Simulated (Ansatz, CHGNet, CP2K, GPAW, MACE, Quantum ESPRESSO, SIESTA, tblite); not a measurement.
**Codes compared on Σ5 (001) twist boundary in Ge (77 atoms)**

How near do other programs and methods come to a plane-wave reference for Σ5 (001) twist boundary in Ge (77 atoms)? A plane-wave run serves as the reference.

Program: Ansatz 0.2.0. Level of theory: Kohn-Sham DFT, PBE, PAW, plane waves. Values are calculated unless marked as measured.

## Step 1: The system as given

The cell holds 77 atoms: 77 Ge. Its edges and angles: a = 8.946 Å, b = 8.946 Å, c = 22.565 Å, α = 90.0°, β = 90.0°, γ = 90.0°. It derives from Ge (diamond-structure). Diamond-structure Ge (a = 5.658 Å); two grains turned against each other by 36.87 deg about [001]; 1 x 1 coincidence cells, 2 lattice periods a grain, two boundaries a cell, upper grain shifted by [0.031, 0.71] of the boundary cell and opened by 0.2 Å, one atom of each pair nearer than 2.009 Å removed; minimised with a classical potential (one cell length free) Then every atom was moved at random, 0.02 Å r.m.s. a Cartesian component. Regions: lower grain, 40 atoms (40 Ge); upper grain, 37 atoms (37 Ge). The structure's axis is c.

## Step 2: Plane-wave reference

The PAW files are the set soft_2.

input.yaml

```yaml
crystal:
  lattice:
    - [8.94608, 0.0, 0.0]
    - [0.0, 8.94608, 0.0]
    - [0.0, 0.0, 22.5646]
  atoms:
    - { symbol: Ge, position: [0.99609, 0.98407, 0.0123] }
    - { symbol: Ge, position: [0.1907, 0.09108, 0.07423] }
    - { symbol: Ge, position: [0.38016, 0.19493, 0.014] }
    - { symbol: Ge, position: [0.59008, 0.28977, 0.07051] }
    [... 67 atom lines left out ...]
    - { symbol: Ge, position: [0.46671, 0.01061, 0.94331] }
    - { symbol: Ge, position: [0.55067, 0.21293, 0.87766] }
    - { symbol: Ge, position: [0.63674, 0.42541, 0.935] }
    - { symbol: Ge, position: [0.74416, 0.62188, 0.87406] }
    - { symbol: Ge, position: [0.83539, 0.81846, 0.94238] }
    - { symbol: Ge, position: [0.13021, 0.39544, 0.88269] }
kpoints:
  mp_grid: { grid: [1, 1, 1] }
hamiltonian:
  xc: pbe
scf:
  occupations: { method: fermi_dirac, width: 0.05 }
output:
  forces: true
  eigenvalues: true
  populations: true
  stress: true
```

Started as:

```bash
ansatz run input.yaml --threads 8 --pin off --max-ram 15872MiB --backend cpu --events-out ev --progress --plain --runs-dir out
```

Standard output:

```text
[...]
Pseudopotentials: kind: paw
Pseudopotential: Ge, paw, valence charge 14, recommended cutoff 420 eV (normal), Ge.paw.azcp
[...]
Crystal: 77 atoms, lattice volume = 1805.898 Å³
Basis set: ecut = 420 eV, 35251 PW (Γ), exchange–correlation on 120×120×320 points (8 copies of the dense FFT grid, shifted against one another)
Bands: 647, of which v1, the nominal top of the filled ones, is band 539 counted from 1 (538 counted from 0)
Symmetry: 1 space group operations
Space group: P1 (ITA 1), of the structure as read, at distance tolerance 1.2e-4 Å
k-points: 1
[...]
Initial density: superposition of atomic densities (neutral atoms: chi_scale 0, normalization atom), corrected by the library's trained network
Initial wavefunctions: pseudopotential atomic-orbital guess
[...]
SCF iter   1: F=—  HF=-330694.390100 eV  |F-HF|=—  |Δ(HF+E_count)|=         —  Δρ=3.52e-3  dr2=7.41e-1  ethr=1.77e-3  ⟨swp⟩=6.0  Hψ=2286  notcnv=0
preconditioner: auto → LDOS  [metal: Δε(μ)=0.047 eV  Ē_g=22.248 eV  σ=0.050 eV  W_gap=0.23  n_scr=484 (ndim 8)  ℏωp=28.7 eV  f_vac=0.067  D(μ)=29.55/eV (n_scr^D=168)  β→1.0]
[...]
SCF iter  10: F=—  HF=-330694.253029 eV  |F-HF|=—  |Δ(HF+E_count)|=   4.06e-8  Δρ=1.41e-6  dr2=1.29e-7  ethr=8.09e-11  ⟨swp⟩=2.0  Hψ=687  notcnv=0  defer=85
SCF iter  11: F=-330694.253029 eV  HF=-330694.253029 eV  |F-HF|=1.76e-8  |Δ(HF+E_count)|=   2.44e-9  Δρ=6.68e-7  dr2=2.38e-8  ethr=9.28e-12  ⟨swp⟩=8.0  Hψ=2588  notcnv=0
SCF 1 converged in 11 iterations: F = -330694.253029 eV  dr2 = 2.38e-8
[...]
SCF converged after 11 iterations
Free energy (F): -330694.253029 eV
Harris-Foulkes:  -330694.253029 eV  (|F-HF|=1.76e-8)
Internal energy: -330693.980501 eV  (E = F + TS)
E sigma→0 (E₀):  -330694.116765 eV
Entropy (-TS):   -0.272528 eV (-3.539 meV/atom)
Fermi energy:    8.010912 eV
--- Per-component energies (eV) ---
[...]
Σ components = -330694.253029   (vs F -330694.253029, Δ=0.00e0)
--- Forces (eV/Å), atoms counted from 1 ---
  atom   1  Ge     0.65443847    -0.43091655     0.09296635
  atom   2  Ge    -0.23409184    -0.05443812     0.33284578
  atom   3  Ge    -0.39594368     0.91268415    -0.63795749
  atom   4  Ge     0.20054738    -0.24148074     0.07118380
[...]
atom  77  Ge     0.36551203     0.66832138     1.24937444
  max |Σ_I F_I| component: 6.06e-6 eV/Å
--- Stress (GPa, compression-positive) ---
        5.583631       0.111510       0.937729
        0.111510       4.908394      -0.340976
        0.937729      -0.340976       6.026307
  P = ⅓ Tr σ = 5.5061 GPa (55.061 kbar)
--- Band table (eV) ---
  k-point 0: bands = ["-16.8913", "-16.8799", "-16.8789", "-16.8733", [... 631 levels ...], "13.0347", "13.0652", "13.0746", "13.1465", "13.1837", "13.2272", "13.2658", "13.3113", "13.3583", "13.3730", "13.4122", "13.4239"]
--- Löwdin populations: 77 sites ---
  site symbol       q [e]
     0     Ge     14.0306
     1     Ge     13.9883
     2     Ge     14.0525
[...]
76     Ge     13.9562
  spilling = 0.001650 (of n_electrons = 1078.000000)
```

The job ended after 23 s (8 threads of Arm Neoverse V2, shared host; peak memory 3 GiB; 2.9 min of CPU time).

The run gave:

```
free energy                             : -330694.2530 eV
free energy per atom                    : -4294.7306 eV/atom
SCF cycles                              : 11
pressure                                : 5.506 GPa
r.m.s. force component                  : 0.4075 eV/Å
longest force                           : 1.737 eV/Å
Fermi energy                            : 8.011 eV
levels partly filled by over 2 per cent : 6
spilling of the projection              : 0.00165
```

Neighbours are counted within 2.88 Å (Ge-Ge).

Length of the force by element and coordination:

| element | coordination | atoms | mean length of the force (eV/Å) | spread | least | most |
| --- | --- | --- | --- | --- | --- | --- |
| Ge | all | 77 | 0.608 | 0.359 | 0.0883 | 1.74 |
| Ge | 2 | 4 | 1.48 | 0.253 | 1.11 | 1.74 |
| Ge | 3 | 10 | 0.955 | 0.348 | 0.373 | 1.46 |
| Ge | 4 | 63 | 0.497 | 0.232 | 0.0883 | 1.10 |

The mean of these charges, 0.023 e, is only the charge that the projection spills.

Löwdin charges by element and coordination (they lack the spilled electrons, 0.023 e an atom on average):

| element | coordination | atoms | mean charge (e) | spread | least | most |
| --- | --- | --- | --- | --- | --- | --- |
| Ge | all | 77 | 0.0231 | 0.0222 | -0.0525 | 0.0753 |
| Ge | 2 | 4 | 0.0082 | 0.0224 | -0.0276 | 0.0307 |
| Ge | 3 | 10 | -0.0014 | 0.0283 | -0.0525 | 0.0438 |
| Ge | 4 | 63 | 0.0279 | 0.0176 | -0.0306 | 0.0753 |

By region:

```csv
region,atoms,mean length of the force (eV/Å)
lower grain,40,0.572
upper grain,37,0.646
```

The levels nearest the highest filled one (over half full), pooled over k-points and spins:

```
level less the highest filled one (eV)  occupation
                                -0.449           2
                                -0.353        2.00
                                -0.197        1.98
                                -0.102        1.85
                               -0.0675        1.71
                                     0        1.21
                                0.0339       0.879
                                 0.116       0.263
                                 0.165       0.107
                                 0.330       0.004
                                 0.521           0
                                 0.538           0
```

## Step 3: Local order

Density 5.14 g/cm³, 23.45 Å³ an atom.

Pair distribution function in bins of 0.2 Å:

```
r (Å)  total
 2.30   0.86
 2.50   5.04
 2.70   0.00
 2.90   0.00
 3.10   0.10
 3.30   0.09
 3.50   0.16
 3.70   0.24
 3.90   3.99
 4.10   1.91
 4.30   0.21
 4.50   1.04
 4.70   3.25
 4.90   0.29
 5.10   0.27
 5.30   0.13
 5.50   0.61
 5.70   1.07
 5.90   0.43
 6.10   2.02
 6.30   0.55
 6.50   0.31
 6.70   0.67
 6.90   2.69
 7.10   0.67
 7.30   1.82
 7.50   0.62
 7.70   0.36
```

Bonds by pair of elements; cutoffs follow the first minimum of g(r), held within bounds set by covalent radii, and pairs that aren't listed don't count as bonded:

| pair A-B | cutoff (Å) | bonds | mean length (Å) | spread (Å) | shortest (Å) | B about A | A about B |
| --- | --- | --- | --- | --- | --- | --- | --- |
| Ge-Ge | 2.88 | 145 | 2.44 | 0.043 | 2.34 | 3.77 | 3.77 |

How many atoms have how many bonded neighbours:

```
element  mean  2   3   4
     Ge  3.77  4  10  63
```

Rings of the network by King's shortest-path rule, up to 12 atoms, one path for each pair of neighbours; H, halogens, alkali and alkaline-earth atoms are left out:

| ring size (atoms) | rings | per network atom |
| --- | --- | --- |
| 4 | 3 | 0.039 |
| 6 | 106 | 1.38 |
| 8 | 19 | 0.247 |
| 10 | 9 | 0.117 |

## Step 4: The other programs

The programs:
- CHGNet: machine-learned potential, published weights.
- CP2K 2026.2: Gaussian basis with GTH pseudopotentials and a plane-wave density; labels give functional, basis (MOLOPT sets; SR short-range, UZH the newer set with its own potentials), grid cutoff/relative cutoff and solver (OT: orbital transformation; TRS4, TC2, SIGN: linear-scaling purification with its sparsity filter), or its built-in tight binding.
- GPAW 26.7.0: PAW with atomic orbitals (LCAO), plane waves or a real-space grid of spacing h.
- MACE: machine-learned potential, published weights.
- Quantum ESPRESSO 7.5: plane waves; labels (QE) give functional, pseudopotential set and cutoffs of waves/density.
- SIESTA 5.4.2: numerical atomic orbitals, whose automatically made sets are far from complete, with PseudoDojo norm-conserving potentials that we converted to its format (checked against plane waves on the same files for H, C, O, Si, Ge and Ca alone); labels give functional, basis size, energy shift and mesh cutoff.
- tblite 0.8.0: extended tight binding, driven from Python.

All use the same cell and atoms; the electronic-structure runs use the same k-mesh, and an electronic temperature of 580 K (0.05 eV) where levels are smeared.

Differences are against the plane-wave reference, forces as r.m.s. over components; share is that over the reference's r.m.s. force, slope the least-squares factor from reference forces to these. Total energies of different programs have different zeros and aren't compared.

| run | Δ force, r.m.s. (meV/Å) | share (%) | slope | Δ pressure (GPa) | cores | CPU time | memory (GiB) |
| --- | --- | --- | --- | --- | --- | --- | --- |
| reference | - | - | - | - | 8 | 2.9 min | 3.0 |
| CHGNet 0.3.0 potential | 230 | 56.6 | 0.578 | -0.660 | 1 | 3 s | 0.64 |
| CP2K PBE+D3, DZVP-UZH, 350/50 Ry, diagonalisation | 26.5 | 6.51 | 1.020 | -0.264 | 2 | 2.9 min | 2.3 |
| CP2K PBE, DZVP-MOLOPT (SR for Ge), 350/50 Ry, diagonalisation | 24.7 | 6.06 | 1.029 | 0.692 | 2 | 2.1 min | 2.2 |
| CP2K PBE, DZVP-UZH, 122/50 Ry, diagonalisation (coarse) | 19.8 | 4.85 | 1.021 | 0.503 | 2 | 1.9 min | 0.79 |
| CP2K PBE, DZVP-UZH, 175/50 Ry, diagonalisation (coarse) | 19.7 | 4.84 | 1.021 | 0.503 | 2 | 2 min | 1.0 |
| CP2K PBE, DZVP-UZH, 350/30 Ry, diagonalisation (coarse) | 19.7 | 4.84 | 1.021 | 0.505 | 2 | 2.2 min | 2.2 |
| CP2K PBE, DZVP-UZH, 350/50 Ry, diagonalisation | 19.7 | 4.84 | 1.021 | 0.503 | 2 | 2.9 min | 2.2 |
| CP2K PBE, SZV-MOLOPT-SR, 350/50 Ry, diagonalisation (coarse) | 215 | 52.7 | 1.259 | -3.68 | 1 | 93 s | 2.1 |
| CP2K PBE, TZVP-UZH, 350/50 Ry, diagonalisation | 21.4 | 5.25 | 1.026 | 0.350 | 4 | 3.5 min | 4.1 |
| CP2K PBEsol, PBE potentials, DZVP-UZH, 350/50 Ry, diagonalisation | 26.6 | 6.53 | 1.033 | -0.198 | 2 | 3 min | 2.2 |
| CP2K revPBE, PBE potentials, DZVP-UZH, 350/50 Ry, diagonalisation | 18.7 | 4.58 | 1.015 | 0.785 | 2 | 3.1 min | 2.2 |
| GPAW PBE, LCAO dzp, h 0.16 Å | 59.4 | 14.6 | 1.120 | - | 1 | 7.4 min | 3.1 |
| GPAW PBE, LCAO dzp, h 0.2 Å | 59.1 | 14.5 | 1.119 | - | 1 | 4.1 min | 1.6 |
| GPAW PBE, LCAO sz(dzp), h 0.2 Å (coarse) | 224 | 55.0 | 1.425 | - | 1 | 71 s | 1.2 |
| GPAW RPBE, LCAO dzp, h 0.2 Å | 81.4 | 20.0 | 1.165 | - | 1 | 4.1 min | 1.6 |
| MACE MP-0b2 small potential | 179 | 44.0 | 0.695 | -1.35 | 1 | 5.3 s | 0.67 |
| MACE MPA-0 medium potential | 124 | 30.4 | 0.854 | -1.27 | 1 | 6.4 s | 0.82 |
| QE PBE, sssp-1.3.0-efficiency, 45/360 Ry | 2.61 | 0.639 | 0.997 | -0.223 | 4 | 24 min | 6.0 |
| SIESTA BLYP, PBE potentials, DZP, shift 0.01 Ry, mesh 300 Ry | 122 | 29.8 | 1.204 | 4.14 | 2 | 6.7 min | 1.8 |
| SIESTA PBE, DZ, shift 0.01 Ry, mesh 300 Ry (coarse) | 111 | 27.3 | 1.191 | 0.235 | 1 | 2.6 min | 0.96 |
| SIESTA PBE, DZP, shift 0.01 Ry, mesh 300 Ry | 109 | 26.8 | 1.188 | 1.29 | 2 | 7.2 min | 1.8 |
| SIESTA PBE, DZP, shift 0.01 Ry, mesh 700 Ry | 109 | 26.8 | 1.188 | 1.22 | 2 | 21 min | 4.8 |
| SIESTA PBE, SZP, shift 0.01 Ry, mesh 300 Ry (coarse) | 210 | 51.5 | 1.376 | 3.47 | 1 | 5.1 min | 1.4 |
| tblite GFN1-xTB | 188 | 46.2 | 0.698 | 0.185 | 1 | 7.9 s | 0.16 |
| tblite IPEA1-xTB | 330 | 80.9 | 1.009 | 11.6 | 1 | 6.7 s | 0.16 |

Rows marked coarse use a setting chosen to be so.

Times of the machine-learned potentials are mostly Python's start and the loading of weights.

CPU time is summed over cores on a shared host, where runs went side by side, so it is rough. Symmetry, cutoffs, thresholds, outputs and thread counts weren't matched or tuned between programs; memory under MPI is the largest rank's times the ranks.

Runs without a result: CP2K GFN1-xTB, diagonalisation (not converged, the SCF not settling).

Within one program, basis, potentials and functional, energies share a zero. Each run against its twin at the usual cutoff or grid and solver:

```
                                           run                                  twin  Δ energy (meV/atom)  Δ force, r.m.s. (meV/Å)  CPU time over the twin's
CP2K PBE, DZVP-UZH, 122/50 Ry, diagonalisation  DZVP-UZH, 350/50 Ry, diagonalisation               0.0044                    0.517                      0.64
CP2K PBE, DZVP-UZH, 175/50 Ry, diagonalisation  DZVP-UZH, 350/50 Ry, diagonalisation              -1.0e-4                    0.186                      0.68
CP2K PBE, DZVP-UZH, 350/30 Ry, diagonalisation  DZVP-UZH, 350/50 Ry, diagonalisation              -0.0333                    0.298                      0.76
                  GPAW PBE, LCAO dzp, h 0.16 Å                     LCAO dzp, h 0.2 Å                -6.84                     15.3                       1.8
   SIESTA PBE, DZP, shift 0.01 Ry, mesh 700 Ry       DZP, shift 0.01 Ry, mesh 300 Ry                 5.82                    0.686                       3.0
```

## Step 5: What came out

- reference r.m.s. force component: 0.407 eV/Å
- nearest in forces: QE PBE, sssp-1.3.0-efficiency, 45/360 Ry, 0.64 %
- farthest in forces: tblite IPEA1-xTB, 81 %
- cheapest electronic-structure run beside the reference: tblite IPEA1-xTB, 6.7 s of CPU time

What this shows: PBE on plane waves or a grid with other potentials, cutoffs or grids, coarse settings apart, differs from the reference by 0.64 % (QE PBE, sssp-1.3.0-efficiency, 45/360 Ry) of the r.m.s. force; this holds the reference's own error, so differences of a few per cent don't tell which side is nearer the exact PBE result (QE's 45 Ry are 612 eV, against the reference's 420 eV). The PBE runs in local orbitals, coarse settings apart, differ by 4.8 % (CP2K PBE, DZVP-UZH, 350/50 Ry, diagonalisation) to 27 % (SIESTA PBE, DZP, shift 0.01 Ry, mesh 700 Ry); basis, grid and potentials can all enter. Tight binding differs by 46 % (tblite GFN1-xTB) to 81 % (tblite IPEA1-xTB); it is another model, with fitted parameters of its own, and the xTB methods hold dispersion. Machine-learned potentials differ by 30 % (MACE MPA-0 medium potential) to 57 % (CHGNet 0.3.0 potential); they were trained on other programs' data. Among those trained on PBE data the slope goes as low as 0.58, with a correlation of 0.84, so directions differ as well as sizes. Rows with another functional or a dispersion term differ by 4.6 % (CP2K revPBE, PBE potentials, DZVP-UZH, 350/50 Ry, diagonalisation) to 30 % (SIESTA BLYP, PBE potentials, DZP, shift 0.01 Ry, mesh 300 Ry), which mixes the change of model with differences of basis and potentials, some of them made for another functional. IPEA1-xTB was fitted to ionisation energies and electron affinities, not to forces or charges. Runs with settings chosen to be coarse differ by 4.8 % (CP2K PBE, DZVP-UZH, 350/30 Ry, diagonalisation) to 55 % (GPAW PBE, LCAO sz(dzp), h 0.2 Å), their programs' other errors included. Of the electronic-structure runs that take under half the reference's CPU time, tblite GFN1-xTB comes nearest, at 46 % in 7.9 s against 2.9 min. GPAW PBE, LCAO sz(dzp), h 0.2 Å stiffens the forces by a factor of 1.42 while following their directions (correlation 0.971); the slopes of the 4 GPAW runs lie between 1.12 and 1.42. In pressure, CP2K PBE, SZV-MOLOPT-SR, 350/50 Ry, diagonalisation misses by -3.7 GPa, at the same functional. In the reference: counting bands leaves a spacing of only 0.034 eV (at Γ alone), which the smearing bridges: 6 levels are partly filled by over 2 %, so a gap, if any, is small at this level. In the reference: forces differ by site in this geometry: Ge atoms with 3 neighbours bear 0.96 eV/Å on average, against 0.50 eV/Å for those with 4. Periodic xTB results under one method name differ between programs and library versions. The potentials hold different valence shells: 1078 electrons in the reference, 308 in GPAW and 308 in CP2K with DZVP-MOLOPT; this bears on time and differences. GPAW's setups keep the filled d shell of Ge in the core. Machine-learned potentials mimic data converged in k, so the reference's own k-point error enters their differences. The host structure and its lattice constant were typed by rule, without a check against the phase diagram. The reference's pressure of 5.5 GPa says that the cell would expand at this level of theory. The electronic-structure runs sample only Γ, in a cell whose shortest periodic width is 9 Å, which is coarse for a cell with partly filled levels.

[Long decimals in the printed logs are rounded to 6 places.]

[Also dropped from logs without a mark: lines with file paths, logging warnings of Python, QE's lines on negative density and diagonalisation, SIESTA's first energy breakdown, zero terms and Voronoi charges.]

[Logs are printed without paths, hosts, clocks, repeated set-up lines and the standing remarks that a program may print on its own settings, such as how far it seeks lower states.]

[Hosts, paths, dates, database ids (printed as entryN), source tags and the programs' standing remarks are cut or masked in the printed files.]

[Not all failed runs are listed: runs killed by the host, ended in a Python traceback or in CONQUEST's support-function errors, and SIESTA runs with faulty potentials for Cu, Fe, Ni or Zn are left out.]
